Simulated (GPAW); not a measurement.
## Near-edge structure at the Zn K edge of zinc-blende (ZnS)₁₋ₓ(ZnSe)ₓ at x = 0.875

What does the Zn K edge look like in zinc-blende (ZnS)₁₋ₓ(ZnSe)ₓ at x = 0.875?

Method: X-ray absorption from dipole matrix elements to empty bands, plane-wave PAW LDA, in GPAW 26.7.0.

## Step 1: Starting point

The cell holds 16 atoms: 8 Zn, 7 Se and 1 S. Its edges and angles: a = 7.970 Å, b = 7.970 Å, c = 7.970 Å, α = 60.0°, β = 60.0°, γ = 60.0°. 16-atom zinc-blende cell, 7 of 8 S sites taken by Se at random, lattice constants typed for the ends and interpolated (Vegard).

## Step 2: Relaxation

Bond lengths around the absorber set the edge shape, so the atoms are relaxed before any spectrum.

The input, relax.py:

```python
import numpy as np
from ase import Atoms
from ase.parallel import parprint, paropen
from gpaw import GPAW, PW, FermiDirac, Mixer, MixerDif, setup_paths
from ase.optimize import BFGS

atoms = Atoms('ZnSeZnSeZnSeZnSeZnSeZnSeZnSeZnS',
    cell=[[0, 5.63575, 5.63575],
     [5.63575, 0, 5.63575],
     [5.63575, 5.63575, 0]],
    scaled_positions=[[0.000167, 0.999125, 0.996607],
     [0.12416, 0.121804, 0.124078],
     [0.998891, 0.998144, 0.502459],
     [0.121952, 0.124236, 0.628538],
     [0.002177, 0.502779, 0.002039],
     [0.127847, 0.623963, 0.125978],
     [0.998205, 0.497522, 0.499981],
     [0.124183, 0.624477, 0.621965],
     [0.500505, 0.00335, 0.000915],
     [0.625973, 0.125664, 0.121553],
     [0.499478, 0.001465, 0.500964],
     [0.623427, 0.125427, 0.625353],
     [0.501499, 0.49882, 0.000557],
     [0.627653, 0.624562, 0.126129],
     [0.496803, 0.499542, 0.498888],
     [0.622296, 0.626452, 0.623254]],
    pbc=True)
atoms.calc = GPAW(legacy_gpaw=True, mode=PW(400, force_complex_dtype=True), xc='LDA', setups={},
    kpts={'size': (3, 3, 3), 'gamma': True}, occupations=FermiDirac(0.08),
    charge=0, mixer=Mixer(0.1, 5, 50), maxiter=150,
    convergence={'density': 0.0001, 'eigenstates': 1e-6}, txt='relax.txt')
steps = []
opt = BFGS(atoms, logfile='-')
opt.attach(lambda: steps.append([atoms.get_potential_energy(), float(np.linalg.norm(atoms.get_forces(), axis=1).max())]))
done = opt.run(fmax=0.05, steps=30)
out = dict(done=bool(done), steps=steps, frac=atoms.get_scaled_positions().tolist())
import json
with paropen('out.json', 'w') as f:
    json.dump(out, f)
```

On the command line:

```console
$ OMP_NUM_THREADS=1 mpirun -n 4 gpaw python relax.py
```

Numbers of over 12 decimals in the logs are rounded to 6 here.

The log of the run:

```text
Input parameters:
  convergence: {density: 0.0001,
                eigenstates: 1e-06}
  kpts: {gamma: True,
         size: (3, 3, 3)}
  maxiter: 150
  mixer: {backend: pulay,
          beta: 0.1,
          method: separate,
          nmaxold: 5,
          weight: 50}
  mode: {ecut: 400.0,
         force_complex_dtype: True,
         name: pw}
  occupations: {fixmagmom: False,
                name: fermi-dirac,
[...]
Forces in eV/Ang:
[...]
14 Zn   -0.00336    0.00941    0.00182
 15 S     0.00015    0.00871    0.00986
Step     Time          Energy          fmax
BFGS:    0 02:01:50      -59.723732        0.581110
BFGS:    1 02:02:24      -59.749212        0.521076
BFGS:    2 02:03:10      -59.837784        0.092037
BFGS:    3 02:03:40      -59.838791        0.079220
BFGS:    4 02:04:10      -59.840503        0.059017
BFGS:    5 02:04:40      -59.841559        0.044118
[key lines of the parts left out:]
Converged after 7 iterations.
Dipole moment: (-25.731446, -25.758189, -25.691972) |e|*Ang
Free energy:    -59.841559
Fermi level: 4.16990
```

Elapsed: 3.8 min, on 4 MPI ranks of Arm Neoverse V2, shared host; peak memory 0.39 GiB; 15 min of CPU time.

In 5 steps the energy fell by 118 meV (energies extrapolated to zero smearing) and the largest force to 0.044 eV/Å. Atom 15 (Zn; the text counts from 1, the script from 0) is among those that moved most, by 0.08 Å.

## Step 3: The field without a hole

A plain self-consistent run shows whether there is a gap, which decides the set-up of the core-hole run.

The input, scf.py:

```python
import numpy as np
from ase import Atoms
from ase.parallel import parprint, paropen
from gpaw import GPAW, PW, FermiDirac, Mixer, MixerDif, setup_paths
from gpaw.test import gen
setup_paths.insert(0, '.')
gen('Zn', name='nch1s', xcname='LDA', corehole=(1, 0, 0), write_xml=True)
from gpaw.mpi import world
world.barrier()

atoms = Atoms('ZnSeZnSeZnSeZnSeZnSeZnSeZnSeZnS',
    cell=[[0, 5.63575, 5.63575],
     [5.63575, 0, 5.63575],
     [5.63575, 5.63575, 0]],
    scaled_positions=[[0.9999124, 0.9987808, 0.9994707],
     [0.1243002, 0.1247919, 0.1250843],
     [0.9991011, 0.9987358, 0.5003592],
     [0.124718, 0.1245619, 0.6241181],
     [0.002002, 0.500002, 0.0001613],
     [0.1271466, 0.6238079, 0.1258299],
     [0.9866402, 0.5027615, 0.5042466],
     [0.1235494, 0.6236838, 0.6251597],
     [0.4993329, 0.0005641, 0.0005661],
     [0.6247756, 0.1256655, 0.1254688],
     [0.5029215, 0.9900004, 0.5034452],
     [0.6238092, 0.1254304, 0.6251532],
     [0.5060329, 0.5040201, 0.9884917],
     [0.6262205, 0.6253988, 0.1245234],
     [0.5014544, 0.5036733, 0.5026425],
     [0.6232363, 0.6253543, 0.6244951]],
    pbc=True)
atoms.calc = calc = GPAW(legacy_gpaw=True, mode=PW(400, force_complex_dtype=True), xc='LDA', setups={0: 'nch1s'},
    kpts={'size': (3, 3, 3), 'gamma': True}, occupations=FermiDirac(0.05),
    charge=0, mixer=Mixer(0.1, 5, 50), maxiter=150,
    convergence={'density': 0.0001, 'eigenstates': 1e-6}, txt='scf.txt')
energy = atoms.get_potential_energy() + calc.get_reference_energy()
ef = calc.get_fermi_level()
out = dict(energy=energy, fermi=ef, forces=atoms.get_forces().tolist())
parprint(f'all-electron energy {energy:.4f} eV, Fermi level {ef:.4f} eV')
ev = np.array([[calc.get_eigenvalues(k, s) for k in range(len(calc.get_ibz_k_points()))] for s in range(calc.get_number_of_spins())])
out['homo'], out['lumo'], out['counts'] = ev[ev < ef].max(), ev[ev > ef].min(), sorted(set((ev < ef).sum((0, 2)).tolist()))
out['filled'] = (ev[:, 0] < ef).sum(1).tolist()
import json
with paropen('out.json', 'w') as f:
    json.dump(out, f)
```

On the command line:

```console
$ OMP_NUM_THREADS=1 mpirun -n 4 gpaw python scf.py
```

The log of the run:

```text
Input parameters:
  convergence: {density: 0.0001,
                eigenstates: 1e-06}
  kpts: {gamma: True,
         size: (3, 3, 3)}
  maxiter: 150
  mixer: {backend: pulay,
          beta: 0.1,
          method: separate,
          nmaxold: 5,
          weight: 50}
  mode: {ecut: 400.0,
         force_complex_dtype: True,
         name: pw}
  occupations: {fixmagmom: False,
                name: fermi-dirac,
                width: 0.05}
  setups: {0: nch1s}

Initialize ...

[... PAW data sets ...]

Reference energy: -863248.013057  # eV

Spin-paired calculation

[... convergence settings ...]
Symmetries present (total): 1
  [... symmetry matrices ...]

27 k-points: 3 x 3 x 3 Monkhorst-Pack grid
14 k-points in the irreducible part of the Brillouin zone
       k-points in crystal coordinates                weights
   0:     0.00000000    0.00000000    0.00000000          1/27
   1:     0.00000000    0.00000000    0.33333333          2/27
   2:     0.00000000    0.33333333   -0.33333333          2/27
   3:     0.00000000    0.33333333    0.00000000          2/27
   4:     0.00000000    0.33333333    0.33333333          2/27
   5:     0.33333333   -0.33333333   -0.33333333          2/27
   6:     0.33333333   -0.33333333    0.00000000          2/27
   7:     0.33333333   -0.33333333    0.33333333          2/27
   8:     0.33333333    0.00000000   -0.33333333          2/27
   9:     0.33333333    0.00000000    0.00000000          2/27
          ...
  13:     0.33333333    0.33333333    0.33333333          2/27

Wave functions: Plane wave expansion
  Cutoff energy: 400.000 eV
  Number of coefficients (min, max): 6423, 6517
  Pulay-stress correction: 0.000000 eV/Ang^3 (de/decut=0.000000)
  Using FFTW library
  Wavefunction extrapolation:
    Improved wavefunction reuse through dual PAW basis

Occupation numbers: Fermi-Dirac:
  width: 0.0500  # eV

Eigensolver
   Davidson(niter=2)

Densities:
  Coarse grid: 40*40*40 grid
  Fine grid: 80*80*80 grid
  Total Charge: 0.000000

Density mixing:
  Method: separate
  Backend: pulay
  Linear mixing parameter: 0.1
  old densities: 5
  Width of damping distribution: 1.1
  Damping of long wavelength oscillations: 50

[... Hamiltonian set-up ...]
Number of atoms: 16
Number of atomic orbitals: 104
Number of bands in calculation: 91
Number of valence electrons: 144
Bands to converge: occupied

... initialized

Initializing position-dependent things.

Density initialized from atomic densities
Creating initial wave functions:
  91 bands from LCAO basis set

                                         Zn
                                Zn

                          Zn
                               Zn
                            S
                                Zn
                    Se
                        Zn
                     Se
             Se            Se

                  Se
         Zn
                    Se
              Zn
           Se

Atomic positions and initial magnetic moments

Positions:
   0 Zn    11.261646   11.268023   11.264135    ( 0.0000,  0.0000,  0.0000)
   1 Se     1.408240    1.405469    1.403821    ( 0.0000,  0.0000,  0.0000)
   2 Zn     8.448525    8.450583   11.259309    ( 0.0000,  0.0000,  0.0000)
   3 Se     4.219373    4.220253    1.404879    ( 0.0000,  0.0000,  0.0000)
   4 Zn     2.818795    0.012192    2.829169    ( 0.0000,  0.0000,  0.0000)
   5 Se     4.224771    1.425712    4.232192    ( 0.0000,  0.0000,  0.0000)
   6 Zn     5.675246    8.402265    8.393896    ( 0.0000,  0.0000,  0.0000)
[...]
13 Se     4.226374    4.231005    7.053813    ( 0.0000,  0.0000,  0.0000)
  14 Zn     5.671344    5.658839    5.664648    ( 0.0000,  0.0000,  0.0000)
  15 S      7.043839    7.031902    7.036744    ( 0.0000,  0.0000,  0.0000)

Unit cell:
           periodic     x           y           z      points  spacing
  1. axis:    yes    0.000000    5.635750    5.635750    40     0.1627
  2. axis:    yes    5.635750    0.000000    5.635750    40     0.1627
  3. axis:    yes    5.635750    5.635750    0.000000    40     0.1627

  Lengths:   7.970154   7.970154   7.970154
  Angles:   60.000000  60.000000  60.000000

Effective grid spacing dv^(1/3) = 0.1775

iter:   1   -60.785634
iter:   2   -60.942567   -0.24  -1.24
iter:   3   -59.893383   -1.26  -1.30
iter:   4   -59.977870   -1.76  -1.58
iter:   5   -59.899442   -2.12  -1.70
iter:   6   -59.873399   -3.03  -2.18
iter:   7   -59.851995c  -2.56  -2.56
iter:   8   -59.842389c  -3.57  -2.54
iter:   9   -59.843578c  -3.83  -2.99
iter:  10   -59.841532c  -4.20  -3.03
iter:  11   -59.841542c  -5.17  -3.94
iter:  12   -59.841540c  -6.05c -4.20c

Converged after 12 iterations.

Dipole moment: (-25.734179, -25.760997, -25.694612) |e|*Ang

Energy contributions relative to reference atoms: (reference = -863248.013057)

Kinetic:        +82.104373
Potential:      -69.896461
External:        +0.000000
XC:             -71.525700
Entropy (-ST):   -0.000003
Local:           -0.523751
SIC:             +0.000000
--------------------------
Free energy:    -59.841541
Extrapolated:   -59.841540

Showing only first 2 kpts
 Kpt  Band  Eigenvalues  Occupancy
  0    70      3.57066    1.99998
  0    71      3.57110    1.99998
  0    72      4.66261    0.00006
  0    73      5.91313    0.00000

  1    70      3.32015    2.00000
  1    71      3.32141    2.00000
  1    72      5.93123    0.00000
  1    73      6.14524    0.00000

Fermi level: 4.14497

Gap: 1.092 eV
Transition (v -> c):
  (s=0, k=0, n=71, [0.00, 0.00, 0.00]) -> (s=0, k=0, n=72, [0.00, 0.00, 0.00])
No difference between direct/indirect transitions

Forces in eV/Ang:
  0 Zn   -0.00204   -0.00793    0.00224
  1 Se   -0.01128    0.00178   -0.00402
  2 Zn    0.01749    0.01027   -0.00722
  3 Se    0.01886    0.00744    0.00395
  4 Zn    0.01568   -0.02675   -0.00559
  5 Se    0.00136   -0.00605   -0.00720
  6 Zn   -0.01516    0.02239    0.03104
[...]
13 Se    0.00246    0.00159   -0.02586
 14 Zn    0.00027    0.01296    0.00568
 15 S    -0.00171    0.00289    0.00325
Scalar-relativistic atomic LDA calculation for Zn (Zinc, Z=30)
Core hole in 1s state (1s occupation: 2.0)
600 radial gridpoints.
|------------------------------------------------|
|------------------------------------------------|
[... the atom generator's iteration count ...]

Energy contributions:
-------------------------
Kinetic:    +1820.136505
XC:           -68.759408
Potential:  -3544.299429
-------------------------
Total:      -1792.922333

state      eigenvalue         ekin         rmax
-----------------------------------------------
1s^2.0 :  -349.206168   449.580746        0.033
2s^2.0 :   -42.473795    85.129008        0.190
2p^6.0 :   -36.877768    83.147768        0.152
3s^2.0 :    -4.724967    18.930386        0.589
3p^6.0 :    -3.060180    16.736648        0.592
3d^10.0:    -0.383140    11.061255        0.564
4s^2.0 :    -0.228494     1.468588        2.078
4p^0.0 :    -0.045217     0.573191        3.031
-----------------------------------------------
(units: Bohr and Hartree)

Generating PAW setup
Kinetic energy of the core from tauc = 1724.019189
Cutoffs:
rc(s)=2.430
rc(p)=2.400
rc(d)=2.230
rc(vbar)=2.260
rc(comp)=2.200
rc(nct)=2.430

Kinetic energy of the core states: 1706.586777
Charge: 0.0
Core electrons: 18.0
Valence electrons: 12.0
Pseudo-core charge: 0.107007
Shape function alpha=2.066
Pseudo-electron charge 3.914685
state    eigenvalue         norm
--------------------------------
4s(2) :    -0.228494     1.130383
*s    :     0.771506
4p(0) :    -0.045217     1.008310
*p    :     0.954783
3d(10):    -0.383140     0.154691
*d    :     0.616860
--------------------------------

Diagonalizing with gridspacing h=0.050

state   all-electron     PAW
-------------------------------
4s:      -0.228494    -0.228671
4p:      -0.045217    -0.045275
3d:      -0.383140    -0.383726
*f:                    0.072913
-------------------------------
all-electron energy -863307.8546 eV, Fermi level 4.1450 eV
```

Wall time 58 s (4 MPI ranks); peak memory 0.37 GiB.

The mesh shows a gap of 1.09 eV. The excited electron is kept all the same, so that all members of the series, with or without a gap, are treated alike.

## Step 4: Cell without a hole, the energy reference

The photon energy needs a difference of total energies, so the cell and mesh of the coming hole run are first run without a hole.

Edit scf.py of step 3 so:

```diff
@@ -32,3 +32,3 @@
 atoms.calc = calc = GPAW(legacy_gpaw=True, mode=PW(400, force_complex_dtype=True), xc='LDA', setups={0: 'nch1s'},
-    kpts={'size': (3, 3, 3), 'gamma': True}, occupations=FermiDirac(0.05),
+    kpts={'size': (3, 3, 3), 'gamma': True}, occupations=FermiDirac(0.02),
     charge=0, mixer=Mixer(0.1, 5, 50), maxiter=150,
```

The log of the run:

```text
Input parameters:
  convergence: {density: 0.0001,
                eigenstates: 1e-06}
  kpts: {gamma: True,
         size: (3, 3, 3)}
  maxiter: 150
  mixer: {backend: pulay,
          beta: 0.1,
          method: separate,
          nmaxold: 5,
          weight: 50}
  mode: {ecut: 400.0,
         force_complex_dtype: True,
         name: pw}
  occupations: {fixmagmom: False,
                name: fermi-dirac,
[...]
*s    :     0.771506
4p(0) :    -0.045217     1.008310
*p    :     0.954783
3d(10):    -0.383140     0.154691
*d    :     0.616860
--------------------------------

Diagonalizing with gridspacing h=0.050

state   all-electron     PAW
-------------------------------
4s:      -0.228494    -0.228671
4p:      -0.045217    -0.045275
3d:      -0.383140    -0.383726
*f:                    0.072913
-------------------------------
all-electron energy -863307.8546 eV, Fermi level 4.0715 eV
[key lines of the parts left out:]
Converged after 12 iterations.
Dipole moment: (-25.734177, -25.760995, -25.694611) |e|*Ang
Free energy:    -59.841541
Fermi level: 4.07151
```

Run time: 58 s. Hardware: 4 MPI ranks; peak memory 0.37 GiB; 3.9 min of CPU time.

Reference energy: -863307.855 eV with the cores included.

(Continued in part 2 of 3.)

[Banner, clock and machine lines of the logs are left out without a mark of their own.]

[Logs are printed without paths, hosts, clocks, repeated set-up lines and the standing remarks that a program may print on its own settings, such as how far it seeks lower states.]

[Hosts, paths, dates, database ids (printed as entryN), source tags and the programs' standing remarks are cut or masked in the printed files.]

[Lists of maxima count a maximum above −3 eV only where it reaches 4 % of the highest in the window and stands out from its surroundings by 2 % of it (1.5 % where it reaches 55 %); shoulders and weaker maxima are passed over, and of the rest the first, up to two pre-edge ones and the few strongest are named.]
